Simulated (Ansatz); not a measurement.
**C on Pt(111): change of the work function**

Aim: the work function of Pt(111) at several coverages of C (fcc site), and the dipole that each adsorbate carries.

Method: plane-wave DFT, PBE, Ansatz PAW (set soft_1); PAW set soft_1, in Ansatz 0.2.0.

## Step 1: The structure

The cell holds 4 atoms: 4 Pt. Its edges and angles: a = 2.772 Å, b = 2.772 Å, c = 24.790 Å, α = 90.0°, β = 90.0°, γ = 60.0°. Vacuum lies along c.

## Step 2: The clean slab

The bare slab comes first, as the zero from which every change is counted. The two lowest layers are held at bulk places and the upper ones relax. The dipole correction removes the false field that a one-sided slab makes across the periodic vacuum, so each face gets a flat vacuum level of its own.

Input file input.yaml:

```yaml
crystal:
  lattice:
    - [2.7718585823, 0.0, 0.0]
    - [1.3859292911, 2.4004999479, 0.0]
    - [0.0, 0.0, 24.7896391657]
  atoms:
    - { symbol: Pt, position: [0.0, 0.0, 0.3630549013] }
    - { symbol: Pt, position: [0.3333333333, 0.3333333333, 0.4543516338] }
    - { symbol: Pt, position: [0.6666666667, 0.6666666667, 0.5456483662] }
    - { symbol: Pt, position: [0.0, 0.0, 0.6369450987] }
kpoints:
  mp_grid: { grid: [12, 12, 1] }
hamiltonian:
  xc: pbe
  pseudopotentials: { kind: paw, azcp: { folder: soft_1 } }
scf:
  occupations: { method: fermi_dirac, width: 0.1 }
  convergence: { dr2_threshold: 1.0e-08 }
efield:
  axis: 3
  dipole_correction: true
  ramp_position: 0.97
  ramp_width: 0.06
relax:
  f_tol: 0.02
  max_steps: 60
  constraints: [{ sites: [0, 1] }]
output:
  write_potential: true
  write_density: true
  volumetric_format: npy
```

Started as:

```console
$ ansatz run input.yaml --threads 4 --pin off --max-ram 16384MiB --backend cpu --events-out ev --progress --plain --runs-dir out
```

The program printed:

```text
Engine: ansatz 0.2.0, aarch64-unknown-linux-gnu
Pseudopotentials: kind: paw
Pseudopotential: Pt, paw, valence charge 18, recommended cutoff 420 eV (normal), soft_1/Pt.paw.azcp
Functional definition: PBE
  parameter kappa = 0.804
  parameter beta = 0.066725
  exchange = pbe_x(kappa = kappa, mu = beta*pi^2/3)
  correlation = pbe_c(beta = beta)
Crystal: 4 atoms, lattice volume = 164.946 Å³
Basis set: ecut = 420 eV, 3263 PW (Γ), exchange–correlation on 40×40×360 points (8 copies of the dense FFT grid, shifted against one another)
Bands: 44, of which v1, the nominal top of the filled ones, is band 36 counted from 1 (35 counted from 0)
Symmetry: 6 space group operations
k-points: 19 of 144 (time reversal used)
Non-local potential: Pt, projectors of the file, l = 0: 3, l = 1: 2, l = 2: 2, l = 3: 1
PAW form: soft (Blöchl's): semilocal exchange-correlation on the pseudo side does not see the compensation charge
PAW one-centre angular grid: Pt, 590 points (default); XC on 64 Gauss nodes
Initial density: superposition of atomic densities (neutral atoms: chi_scale 0, normalization atom)
Initial wavefunctions: pseudopotential atomic-orbital guess
Functional: x = pbe(κ = 0.804, μ = 0.219515), c = pbe(β = 0.066725)
SCF iter   1: F=—  HF=-50099.120168 eV  |F-HF|=—  |Δ(HF+E_count)|=         —  Δρ=5.40e-2  dr2=5.69e0  ethr=3.10e-3  p=0.000 e·Å  D=2.42e-14 V/Å  ΔV_dip=-0.00 eV  dr2_dipole=7.71e-9  V_vac-E_F(+/−)=4.64/4.64 eV  ⟨swp⟩=8.5  Hψ=3686  notcnv=0  defer=1
efield: sawtooth ramp at fractional position 0.9700 (set: `efield.ramp_position`, or a place that a band, a saddle search or an elastic batch's reference lends), width 0.0600; the density the first Hamiltonian is built on has a dipole p = 0.000 e·Å; the dipole correction subtracts the counter field D = 2.42e-14 V/Å, which shifts the + side's vacuum level by -0.00 eV against the − side's; the planar-averaged density in the ramp window peaks in size at 4.9e-6 e/Å³
preconditioner: auto → LDOS  [metal: Δε(μ)=0.018 eV  Ē_g=7.633 eV  σ=0.100 eV  W_gap=0.05  n_scr=18 (ndim 8)  ℏωp=18.3 eV  f_vac=0.584  D(μ)=6.11/eV (n_scr^D=20)  β→1.0]
SCF iter   2: F=—  HF=-50098.968705 eV  |F-HF|=—  |Δ(HF+E_count)|=   1.51e-1  Δρ=4.62e-2  dr2=4.25e0  ethr=3.10e-3  p=-0.000 e·Å  D=-6.74e-5 V/Å  ΔV_dip=0.00 eV  dr2_dipole=8.95e-8  V_vac-E_F(+/−)=5.65/5.64 eV  ⟨swp⟩=3.0  Hψ=2197  notcnv=0  defer=18
SCF iter   3: F=—  HF=-50097.806818 eV  |F-HF|=—  |Δ(HF+E_count)|=    1.16e0  Δρ=8.79e-3  dr2=3.45e-1  ethr=3.10e-3  p=-0.000 e·Å  D=-8.31e-6 V/Å  ΔV_dip=0.00 eV  dr2_dipole=3.98e-11  V_vac-E_F(+/−)=5.70/5.70 eV  ⟨swp⟩=2.3  Hψ=1697  notcnv=0  defer=16
SCF iter   4: F=—  HF=-50097.775758 eV  |F-HF|=—  |Δ(HF+E_count)|=   3.11e-2  Δρ=4.07e-3  dr2=1.67e-1  ethr=4.80e-4  p=-0.000 e·Å  D=-8.55e-6 V/Å  ΔV_dip=0.00 eV  dr2_dipole=1.16e-9  V_vac-E_F(+/−)=5.52/5.52 eV  ⟨swp⟩=2.8  Hψ=1567  notcnv=0  defer=18
SCF iter   5: F=—  HF=-50097.759115 eV  |F-HF|=—  |Δ(HF+E_count)|=   1.66e-2  Δρ=1.51e-3  dr2=2.38e-2  ethr=2.32e-4  p=-0.000 e·Å  D=-4.19e-6 V/Å  ΔV_dip=0.00 eV  dr2_dipole=5.32e-10  V_vac-E_F(+/−)=5.65/5.65 eV  ⟨swp⟩=2.2  Hψ=1308  notcnv=0  defer=18
SCF iter   6: F=—  HF=-50097.757882 eV  |F-HF|=—  |Δ(HF+E_count)|=   1.23e-3  Δρ=7.68e-4  dr2=1.37e-3  ethr=3.31e-5  p=0.000 e·Å  D=2.00e-7 V/Å  ΔV_dip=-0.00 eV  dr2_dipole=4.16e-11  V_vac-E_F(+/−)=5.67/5.67 eV  ⟨swp⟩=2.1  Hψ=1104  notcnv=0  defer=18
SCF iter   7: F=—  HF=-50097.757680 eV  |F-HF|=—  |Δ(HF+E_count)|=   2.02e-4  Δρ=2.06e-4  dr2=5.65e-5  ethr=1.91e-6  p=0.000 e·Å  D=5.24e-7 V/Å  ΔV_dip=-0.00 eV  dr2_dipole=4.26e-11  V_vac-E_F(+/−)=5.66/5.66 eV  ⟨swp⟩=2.0  Hψ=1189  notcnv=0  defer=18
SCF iter   8: F=—  HF=-50097.757712 eV  |F-HF|=—  |Δ(HF+E_count)|=   3.17e-5  Δρ=5.86e-5  dr2=5.72e-6  ethr=7.84e-8  p=0.000 e·Å  D=5.06e-7 V/Å  ΔV_dip=-0.00 eV  dr2_dipole=1.16e-11  V_vac-E_F(+/−)=5.66/5.66 eV  ⟨swp⟩=2.7  Hψ=1700  notcnv=0  defer=18
SCF iter   9: F=—  HF=-50097.757720 eV  |F-HF|=—  |Δ(HF+E_count)|=   7.69e-6  Δρ=1.49e-5  dr2=5.65e-7  ethr=7.95e-9  p=-0.000 e·Å  D=-2.98e-7 V/Å  ΔV_dip=0.00 eV  dr2_dipole=1.10e-12  V_vac-E_F(+/−)=5.66/5.66 eV  ⟨swp⟩=2.7  Hψ=1539  notcnv=0  defer=18
SCF iter  10: F=—  HF=-50097.757719 eV  |F-HF|=—  |Δ(HF+E_count)|=   3.85e-8  Δρ=2.03e-6  dr2=1.52e-8  ethr=7.85e-10  p=0.000 e·Å  D=3.63e-7 V/Å  ΔV_dip=-0.00 eV  dr2_dipole=4.86e-12  V_vac-E_F(+/−)=5.66/5.66 eV  ⟨swp⟩=2.2  Hψ=1317  notcnv=0  defer=18
SCF iter  11: F=-50097.757719 eV  HF=-50097.757719 eV  |F-HF|=2.17e-9  |Δ(HF+E_count)|=   1.00e-8  Δρ=5.58e-7  dr2=6.17e-10  ethr=1.39e-11  p=-0.000 e·Å  D=-4.43e-7 V/Å  ΔV_dip=0.00 eV  dr2_dipole=6.49e-12  V_vac-E_F(+/−)=5.66/5.66 eV  ⟨swp⟩=10.1  Hψ=5929  notcnv=0
SCF 1 converged in 11 iterations: F = -50097.757719 eV  dr2 = 6.17e-10
  greatest PAW one-centre occupation: 1.000 electrons in one spin orbital (limit 2), on the Pt atom at site 2 (counted from 0), in its partial waves of l = 0
relax step   1: F+E_penalty+E_count = -50097.75771950 eV  Δ(F+E_penalty+E_count) = +0.000e0 eV  max|allowed force component| = 4.865e-1 eV/Å  Δτ_max = 0.0000 Å  (11 SCF iters, accepted)
Initial density: handed on by an earlier stage of this run
Initial wavefunctions: those handed on with the density
iter 1 solved again at ethr=6.19e-4 eV; its pass at ethr=3.10e-3 eV (dr2=4.45e-1 eV) is discarded
SCF iter   1: F=—  HF=-50097.798289 eV  |F-HF|=—  |Δ(HF+E_count)|=         —  Δρ=9.92e-3  dr2=4.79e-1  ethr=6.19e-4  p=-0.000 e·Å  D=-1.13e-6 V/Å  ΔV_dip=0.00 eV  dr2_dipole=1.50e-1  V_vac-E_F(+/−)=5.71/5.71 eV  ⟨swp⟩=1.5  Hψ=3272  notcnv=0  defer=10
efield: sawtooth ramp at fractional position 0.9700 (set: `efield.ramp_position`, or a place that a band, a saddle search or an elastic batch's reference lends), width 0.0600; the density the first Hamiltonian is built on has a dipole p = -0.000 e·Å; the dipole correction subtracts the counter field D = -1.13e-6 V/Å, which shifts the + side's vacuum level by +0.00 eV against the − side's; the planar-averaged density in the ramp window peaks in size at 1.6e-5 e/Å³
eigensolver tolerance schedule calibrated: the retry pair's looser diagonalisation under-reported the residual by θ = 0.07 (0.10/decade); ethr = c·dr2/N_el runs at the constant in force after the calibration composes with the one it found (an armed cap, an earlier calibration), c = 1.0e-1
preconditioner: auto → LDOS  [metal: Δε(μ)=0.018 eV  Ē_g=7.718 eV  σ=0.100 eV  W_gap=0.05  n_scr=18 (ndim 8)  ℏωp=18.3 eV  f_vac=0.574  D(μ)=6.66/eV (n_scr^D=50)  β→1.0]
[...]
SCF iter   7: F=—  HF=-50097.779916 eV  |F-HF|=—  |Δ(HF+E_count)|=   1.72e-5  Δρ=3.35e-5  dr2=9.78e-6  ethr=8.31e-8  p=-0.001 e·Å  D=-1.11e-3 V/Å  ΔV_dip=0.03 eV  dr2_dipole=5.05e-8  V_vac-E_F(+/−)=5.70/5.67 eV  ⟨swp⟩=1.3  Hψ=862  notcnv=0  defer=18
SCF iter   8: F=—  HF=-50097.779913 eV  |F-HF|=—  |Δ(HF+E_count)|=   3.83e-6  Δρ=1.12e-5  dr2=7.38e-7  ethr=1.36e-8  p=-0.001 e·Å  D=-1.07e-3 V/Å  ΔV_dip=0.03 eV  dr2_dipole=7.87e-9  V_vac-E_F(+/−)=5.70/5.67 eV  ⟨swp⟩=1.4  Hψ=907  notcnv=0  defer=17
SCF iter   9: F=—  HF=-50097.779913 eV  |F-HF|=—  |Δ(HF+E_count)|=   1.65e-7  Δρ=4.05e-6  dr2=4.72e-8  ethr=1.03e-9  p=-0.001 e·Å  D=-1.05e-3 V/Å  ΔV_dip=0.03 eV  dr2_dipole=1.61e-10  V_vac-E_F(+/−)=5.70/5.67 eV  ⟨swp⟩=2.1  Hψ=1187  notcnv=0  defer=17
SCF iter  10: F=-50097.779913 eV  HF=-50097.779913 eV  |F-HF|=6.42e-9  |Δ(HF+E_count)|=   2.55e-8  Δρ=1.30e-6  dr2=6.83e-9  ethr=1.39e-11  p=-0.001 e·Å  D=-1.05e-3 V/Å  ΔV_dip=0.03 eV  dr2_dipole=3.93e-10  V_vac-E_F(+/−)=5.70/5.67 eV  ⟨swp⟩=10.7  Hψ=6052  notcnv=0
SCF 3 converged in 10 iterations: F = -50097.779913 eV  dr2 = 6.83e-9
relax step   3: F+E_penalty+E_count = -50097.77991284 eV  Δ(F+E_penalty+E_count) = -1.114e-2 eV  max|allowed force component| = 7.153e-2 eV/Å  Δτ_max = 0.0925 Å  (10 SCF iters, accepted)
SCF iter   1: F=—  HF=-50097.780509 eV  |F-HF|=—  |Δ(HF+E_count)|=         —  Δρ=7.61e-4  dr2=5.09e-3  ethr=8.18e-5  p=-0.001 e·Å  D=-1.05e-3 V/Å  ΔV_dip=0.03 eV  dr2_dipole=1.73e-3  V_vac-E_F(+/−)=5.70/5.68 eV  ⟨swp⟩=2.0  Hψ=1416  notcnv=0  defer=21
efield: sawtooth ramp at fractional position 0.9700 (set: `efield.ramp_position`, or a place that a band, a saddle search or an elastic batch's reference lends), width 0.0600; the density the first Hamiltonian is built on has a dipole p = -0.001 e·Å; the dipole correction subtracts the counter field D = -1.05e-3 V/Å, which shifts the + side's vacuum level by +0.03 eV against the − side's; the planar-averaged density in the ramp window peaks in size at 1.4e-5 e/Å³
preconditioner: auto → LDOS  [metal: Δε(μ)=0.023 eV  Ē_g=7.757 eV  σ=0.100 eV  W_gap=0.06  n_scr=18 (ndim 8)  ℏωp=18.3 eV  f_vac=0.578  D(μ)=6.70/eV (n_scr^D=50)  β→1.0]
SCF iter   2: F=—  HF=-50097.780459 eV  |F-HF|=—  |Δ(HF+E_count)|=   4.97e-5  Δρ=3.38e-4  dr2=1.04e-3  ethr=7.07e-6  p=-0.001 e·Å  D=-6.29e-4 V/Å  ΔV_dip=0.02 eV  dr2_dipole=2.95e-4  V_vac-E_F(+/−)=5.69/5.67 eV  ⟨swp⟩=2.1  Hψ=1241  notcnv=0  defer=18
SCF iter   3: F=—  HF=-50097.780385 eV  |F-HF|=—  |Δ(HF+E_count)|=   7.39e-5  Δρ=2.53e-4  dr2=3.23e-4  ethr=1.45e-6  p=-0.002 e·Å  D=-1.78e-3 V/Å  ΔV_dip=0.04 eV  dr2_dipole=1.47e-6  V_vac-E_F(+/−)=5.72/5.67 eV  ⟨swp⟩=2.1  Hψ=1333  notcnv=0  defer=18
SCF iter   4: F=—  HF=-50097.780332 eV  |F-HF|=—  |Δ(HF+E_count)|=   5.27e-5  Δρ=5.04e-5  dr2=1.56e-5  ethr=4.48e-7  p=-0.001 e·Å  D=-1.25e-3 V/Å  ΔV_dip=0.03 eV  dr2_dipole=7.06e-7  V_vac-E_F(+/−)=5.70/5.67 eV  ⟨swp⟩=2.5  Hψ=1325  notcnv=0  defer=18
SCF iter   5: F=—  HF=-50097.780334 eV  |F-HF|=—  |Δ(HF+E_count)|=   1.54e-6  Δρ=2.47e-5  dr2=4.28e-6  ethr=2.16e-8  p=-0.001 e·Å  D=-1.28e-3 V/Å  ΔV_dip=0.03 eV  dr2_dipole=5.72e-8  V_vac-E_F(+/−)=5.70/5.67 eV  ⟨swp⟩=2.9  Hψ=1390  notcnv=0  defer=18
SCF iter   6: F=—  HF=-50097.780334 eV  |F-HF|=—  |Δ(HF+E_count)|=   2.73e-7  Δρ=1.31e-5  dr2=1.28e-6  ethr=5.95e-9  p=-0.001 e·Å  D=-1.27e-3 V/Å  ΔV_dip=0.03 eV  dr2_dipole=1.59e-9  V_vac-E_F(+/−)=5.70/5.67 eV  ⟨swp⟩=1.1  Hψ=824  notcnv=0  defer=18
SCF iter   7: F=—  HF=-50097.780334 eV  |F-HF|=—  |Δ(HF+E_count)|=   8.88e-8  Δρ=4.79e-6  dr2=1.99e-7  ethr=1.78e-9  p=-0.001 e·Å  D=-1.26e-3 V/Å  ΔV_dip=0.03 eV  dr2_dipole=1.77e-9  V_vac-E_F(+/−)=5.70/5.67 eV  ⟨swp⟩=1.2  Hψ=824  notcnv=0  defer=18
SCF iter   8: F=—  HF=-50097.780334 eV  |F-HF|=—  |Δ(HF+E_count)|=   1.46e-8  Δρ=1.76e-6  dr2=1.56e-8  ethr=2.77e-10  p=-0.001 e·Å  D=-1.27e-3 V/Å  ΔV_dip=0.03 eV  dr2_dipole=1.44e-10  V_vac-E_F(+/−)=5.70/5.67 eV  ⟨swp⟩=1.4  Hψ=881  notcnv=0  defer=18
SCF iter   9: F=-50097.780334 eV  HF=-50097.780334 eV  |F-HF|=2.28e-9  |Δ(HF+E_count)|=   1.46e-8  Δρ=5.74e-7  dr2=9.17e-10  ethr=1.39e-11  p=-0.001 e·Å  D=-1.27e-3 V/Å  ΔV_dip=0.03 eV  dr2_dipole=2.01e-12  V_vac-E_F(+/−)=5.70/5.67 eV  ⟨swp⟩=10.0  Hψ=5757  notcnv=0
SCF 4 converged in 9 iterations: F = -50097.780334 eV  dr2 = 9.17e-10
relax step   4: F+E_penalty+E_count = -50097.78033438 eV  Δ(F+E_penalty+E_count) = -4.215e-4 eV  max|allowed force component| = 3.449e-4 eV/Å  Δτ_max = 0.0132 Å  (9 SCF iters, accepted)
NSCF: frozen V_eff on 19 k-points
the band table was solved once a step of the walk had ended and its energy, with any forces and stress, was formed, with the checks that follow a solve (4579 applications of the Hamiltonian). They found nothing against the state; the energy, forces and stress were not computed again (output.eigenvalues in the input reference)
WARN: The output density's exchange-correlation potential varies sharply where the density is thin. Do not read a vacuum level from v_tot or v_xc, or from such a field of the output density. On a cell that repeats whose density bears no net charge and no dipole along the vacuum's axis use v_es (v_loc + v_h of the components); under efield.dipole_correction with no amplitude use v_es + v_field, which holds any externa [...]
SCF converged after 9 iterations
Free energy (F): -50097.780334 eV
Harris-Foulkes:  -50097.780334 eV  (|F-HF|=2.28e-9)
Internal energy: -50097.562152 eV  (E = F + TS)
E sigma→0 (E₀):  -50097.671243 eV
Entropy (-TS):   -0.218182 eV (-54.546 meV/atom)
Fermi energy:    4.899077 eV
Dipole field:    D = -0.001269 V/Å  (p = -0.001156 e·Å, saw-weighted, corrected)
Work function:   Φ+ = 5.7038 eV   Φ− = 5.6724 eV
Levels:          The Fermi level and band energies are counted from a zero that moves with the ramp; work functions are not
--- Per-component energies (eV) ---
  E_band       = -1819.558105
  E_kinetic    = 2383.665752
  E_local      = -123829.564704  (includes V_loc(G=0)·N_el)
  E_nonlocal   = 815.359272
  E_hartree    = 60581.318336
  E_xc         = -926.609436
  E_vxc        = -1081.730454  (∫ρ·V_xc dr)
  E_paw        = -37935.226514  (= ΣΔE_a)
  E_vpaw       = -1269.928678  (= ΣTr[D̂ρ^β])
  E_aug_tail   = 0.004540  (compensation charges beyond the density's cutoff)
  E_efield     = 0.000001  (sawtooth field / dipole correction)
  E_vefield    = 0.003622  (∫n·V_field dr)
  E_ewald      = 48813.490601
  E_smearing   = -0.218182  (= −TS)
  E_closure    = -0.000000  (closes the sum)
  Σ components = -50097.780334   (vs F -50097.780334, Δ=0.00e0)
--- Forces (eV/Å), atoms counted from 1 ---
  atom   1  Pt    -0.00000000     0.00000000    -0.47836430
  atom   2  Pt     0.00000000     0.00000000     0.47814612
  atom   3  Pt    -0.00000000    -0.00000000     0.00034494
  atom   4  Pt    -0.00000000     0.00000000    -0.00013519
  max |Σ_I F_I| component: 8.42e-6 eV/Å
--- Band table (eV; the first three rows and the last of 19) ---
  k-point 0: bands = [... 32 lower, 3.3709, 3.7286, 3.7286, 4.4531, 4.4531, 4.4656, 4.8726, 4.8726, ... 4 higher]
  k-point 1: bands = [... 32 lower, 3.2553, 3.5684, 3.7361, 3.8492, 4.2358, 4.4470, 4.8829, 5.4100, ... 4 higher]
  k-point 2: bands = [... 32 lower, 3.0448, 3.1528, 3.4970, 3.7123, 4.4243, 4.6008, 4.9055, 6.3605, ... 4 higher]
  k-point 18: bands = [... 32 lower, 4.2531, 4.5920, 4.6073, 4.6203, 9.8446, 9.8753, 9.8831, 10.6165, ... 4 higher]
--- Relaxed structure (4 steps of the walk, 4 accepted, 0 SCFs on fresh bases) ---
  F+E_penalty+E_count = -50097.78033438 eV   max|allowed force component| = 3.449e-4 eV/Å
  atoms:
    - { symbol: Pt, position: [0.0, 0.0, 0.363055] }
    - { symbol: Pt, position: [0.333333, 0.333333, 0.454352] }
    - { symbol: Pt, position: [0.666667, 0.666667, 0.547394] }
    - { symbol: Pt, position: [1.777082e-18, -8.885408e-19, 0.641595] }
```

Elapsed: 18 s, on 4 threads of Arm Neoverse V1, shared host; peak memory 0.49 GiB.

The column dr2 measures how far the density is from self-consistency, as an energy; F and HF (Harris–Foulkes) agree once it is small.

Relaxation path:

```
step  energy less that of the first step (eV)  largest force component (eV/Å)
   1                                   0.0000                          0.4865
   2                                  -0.0111                          0.3318
   3                                  -0.0222                          0.0715
   4                                  -0.0226                          0.0003
```

Forces are held to the 6 operations that the program found; a distortion that breaks them can't arise in this run.

The atoms that moved most (Å):

```
atom     dx     dy     dz  length
 Pt4  0.000  0.000  0.115   0.115
 Pt3  0.000  0.000  0.043   0.043
```

The relaxed structure:

```xyz
4
Lattice="2.7719 0.0000 0.0000 1.3859 2.4005 0.0000 0.0000 0.0000 24.7896" Properties=species:S:1:pos:R:3
Pt    0.0000    0.0000    9.0000
Pt    1.3859    0.8002   11.2632
Pt    2.7719    1.6003   13.5697
Pt    0.0000    0.0000   15.9049
```

This step gave:

```
energy at zero smearing        : -50097.6712 eV
work function, upper face      : 5.704 eV
work function, lower face      : 5.672 eV
dipole along the normal        : -0.001156 e·Å
step between the vacuum levels : 0.03144 eV
```

Running mean over 2.263 Å of the planar mean; the ramp of the sawtooth is left out. Table of electron's electrostatic potential energy less the Fermi level by z:

```
z (Å)  electron's electrostatic potential energy less the Fermi level (eV)
  3.5                                                                 5.67
  4.0                                                                 5.67
  4.5                                                                 5.67
  5.0                                                                 5.67
  5.5                                                                 5.66
  6.0                                                                 5.61
  6.5                                                                 5.42
  7.0                                                                 4.60
  7.5                                                                 1.17
  8.0                                                                -4.87
  8.5                                                                -9.84
  9.0                                                                -11.5
  9.5                                                                -11.8
 10.0                                                                -12.0
 10.5                                                                -12.0
 11.0                                                                -12.1
 11.5                                                                -12.0
 12.0                                                                -11.7
 12.5                                                                -11.6
 13.0                                                                -11.8
 13.5                                                                -12.0
 14.0                                                                -11.7
 14.5                                                                -11.1
 15.0                                                                -11.1
 15.5                                                                -11.4
 16.0                                                                -11.2
 16.5                                                                -9.08
 17.0                                                                -3.62
 17.5                                                                 2.17
 18.0                                                                 4.90
 18.5                                                                 5.52
 19.0                                                                 5.66
 19.5                                                                 5.69
 20.0                                                                 5.70
 20.5                                                                 5.70
 21.0                                                                 5.70
 21.5                                                                 5.70
```

The relaxation took 4 steps and lowered the energy by 0.023 eV; the largest force on the free atoms ends at 3.4e-4 eV/Å.

The work function of the upper face is 5.70 eV.

[end of part 1 of 4]

[Long decimals in the printed logs are rounded to 6 places.]

[Logs are printed without paths, hosts, clocks, repeated set-up lines and the standing remarks that a program may print on its own settings, such as how far it seeks lower states.]

[Hosts, paths, dates, database ids (printed as entryN), source tags and the programs' standing remarks are cut or masked in the printed files.]

[Maps of the electrostatic potential energy from Ansatz leave out the sawtooth potential of an applied field or a dipole correction, so their vacuum need not be flat; planar profiles and work functions include it.]
